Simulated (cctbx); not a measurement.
# Interatomic vectors of Pr3Cu3As4

Space group I-43d (no. 220), a = 9.4270 Å, b = 9.4270 Å, c = 9.4270 Å, α = 90.00°, β = 90.00°, γ = 90.00°, content Pr12 As16 Cu12.

The data are simulated with cctbx, not measured: Cu Kα, λ = 1.54184 Å, to d = 0.83 Å, 70 % of the full sphere, strongest reflection 20000 counts, noise from counting, a 2 % proportional error and a noise floor of 8 counts (s.d.); no absorption.

Patterson synthesis, origin scaled to 1000:

```text
Patterson group I m -3 m
      u       v       w   height  length (A)
  0.000   0.000   0.000   1000.0     0.00
  0.000   0.250   0.500    209.7     5.27
  0.000   0.000   0.500    172.5     4.71
  0.123   0.250   0.377    119.7     4.42
  0.125   0.125   0.255    111.8     2.92
  0.059   0.059   0.334     51.5     3.24
  0.250   0.250   0.250      9.9     4.08
  0.000   0.000   0.129      9.4     1.21
  0.048   0.174   0.432      4.2     4.41
  0.000   0.225   0.371      1.0     4.09
  0.062   0.167   0.167     -0.5     2.30
  0.174   0.174   0.174     -0.8     2.85
  0.072   0.072   0.072     -1.4     1.17
  0.000   0.000   0.241     -2.8     2.27
```

**Question.** Which atom pairs make the peaks, and where is the heaviest atom?

A peak at u stands for all pairs with xi − xj = u, with weight Σ ZiZj against Σ Z² = 69288 at the origin. Peak heights follow these weights only roughly, since form factors, motion and series ripples differ, all vectors within 0.55 Å of a peak are counted as merged into it though the farther ones add only part of their weight, and F(000) is left out, which lowers the whole map:

| u | v | w | shortest length (Å) | height | 1000 ΣZiZj/ΣZ² | pairs in the cell |
| --- | --- | --- | --- | --- | --- | --- |
| 0.000 | 0.250 | 0.500 | 5.27 | 210 | 224 | 2 × Pr–Pr, 4 × Pr–Cu, 2 × Cu–Cu |
| 0.000 | 0.000 | 0.500 | 4.71 | 172 | 198 | 8 × Pr–Cu |
| 0.123 | 0.250 | 0.377 | 4.42 | 120 | 125 | 2 × Pr–Pr, 2 × Cu–Cu |
| 0.125 | 0.125 | 0.255 | 2.93 | 112 | 99 | 4 × Pr–Cu |
| 0.059 | 0.059 | 0.334 | 3.25 | 52 | 112 | 4 × Pr–As |

The table stops at ten peaks or at a height of 45, below which ripples compete. In the model behind the data Pr, the heaviest element, has 1 independent site: (1/2, 1/4, 1/8), up to an allowed shift of origin; the Pr–Pr vectors are differences of these positions and their symmetry mates. The whole model:

```csv
atom,mult.,x,y,z,Ueq (Å²)
Pr1,12,1/2,1/4,1/8,0.0126
As1,16,0.1630,0.1630,0.1630,0.0191
Cu1,12,0,3/4,1/8,0.0157
```

The model is made up (kin elements in a known structure type, no relaxation), so it says nothing on whether the phase exists.

[Logs are printed without paths, hosts, clocks, repeated set-up lines and the standing remarks that a program may print on its own settings, such as how far it seeks lower states.]
